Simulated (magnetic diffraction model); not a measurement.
**Li2MnCl5: what an assumed order does to the neutron pattern**

Space group Cmcm (no. 63), a = 5.1170 Å, b = 12.3500 Å, c = 11.9590 Å.

```csv
site,atom,x,y,z
4c,Mn,0,0.2008,3/4
8f,Cl,0,0.0581,0.8765
8f,Cl,1/2,0.1762,0.0979
4c,Cl,0,0.2499,1/4
8f,Li,0,0.1317,0.4275
```

This is a made-up structure (elements placed in a structure type, unrelaxed), so the numbers test the method and describe no known phase.

Only Mn is taken to order (form factors of Mn3+); orders and moment sizes are assumed, and not adapted to the symmetry. Radiation: neutrons of λ = 2.41 Å, 3° to 55°; isotropic B of 0.79 Å² (Mn), 0.81 Å² (Cl) and 1.08 Å² (Li). The intensities are simulated: I ∝ L Σ (|F_N|² + |F_M⊥|²) for unpolarised neutrons, with F_M = 2.695 fm/μB × Σ f(s) S exp(2πi Q·r) exp(−B s²) at Q = H ± k (one set where k and −k are equivalent), only the part normal to Q counting and L = 1/(sin²θ cos θ). For collinear order S is the moment m, which repeats by lattice and centring translations R with the sign exp(−2πi k·R). Form factors are spin-only for 3d ions and dipole or tabulated for f ions, scattering lengths are Sears's of 1992, and absorption is left out. A label names one of the reflections at its angle. The strongest nuclear line in the range is 100, and lines under 0.2 are left out.

Assume the order k = (1/2 1/2 1/2), collinear moments along [101], 2.29 μB on Mn; signs + at (0, 0.2008, 3/4), + at (1/2, 0.2992, 1/4).

Predict the pattern, nuclear and magnetic parts apart.

```csv
2θ (°),index,nuclear,magnetic
15.75,(1/2 1/2 1/2),0.0,2.9
22.43,(1/2 -3/2 1/2),0.0,2.0
22.51,(0 2 0),0.8,0.0
22.81,(1/2 1/2 -3/2),0.0,1.8
27.90,(1/2 -3/2 3/2),0.0,1.1
29.54,(1 1 0),2.7,0.0
31.82,(1 1 1),1.1,0.0
31.98,(1/2 5/2 1/2),0.0,1.0
32.58,(0 2 2),0.7,0.0
36.14,(1/2 5/2 3/2),0.0,0.6
36.63,(1/2 -3/2 5/2),0.0,0.2
37.92,(1 1 2),0.9,0.0
42.22,(3/2 -1/2 1/2),0.0,0.5
42.78,(1/2 -7/2 1/2),0.0,0.5
43.42,(1/2 5/2 5/2),0.0,0.3
44.05,(1/2 1/2 -7/2),0.0,0.2
44.13,(1 3 0),44.6,0.0
45.37,(3/2 3/2 1/2),0.0,0.4
45.57,(3/2 -1/2 3/2),0.0,0.2
45.78,(1 3 1),38.5,0.0
45.94,(0 4 0),1.4,0.0
46.10,(1/2 -7/2 3/2),0.0,0.3
46.58,(1 1 3),100.0,0.0
47.54,(0 0 4),12.8,0.0
47.54,(0 4 1),25.6,0.0
48.55,(3/2 3/2 3/2),0.0,0.2
50.47,(1 3 2),1.8,0.0
51.22,(3/2 -5/2 1/2),0.0,0.3
51.77,(-3/2 1/2 5/2),0.0,0.3
52.11,(0 4 2),1.8,0.0
52.26,(1/2 -7/2 5/2),0.0,0.2
53.20,(0 2 4),4.1,0.0
54.14,(3/2 -5/2 3/2),0.0,0.2
54.44,(1/2 9/2 1/2),0.0,0.3
54.50,(3/2 3/2 5/2),0.0,0.2
```

The strongest magnetic line in the range is (1/2 1/2 1/2) at 15.75° (2.9). On top of the Lorentz factor, which all lines share, magnetic lines fade with angle because f falls: for Mn3+ it is 0.91, 0.70, 0.46 and 0.14 at sin θ/λ = 0.1, 0.2, 0.3 and 0.5 Å⁻¹, while nuclear lengths stay constant. The order has no net moment.

[Logs are printed without paths, hosts, clocks, repeated set-up lines and the standing remarks that a program may print on its own settings, such as how far it seeks lower states.]
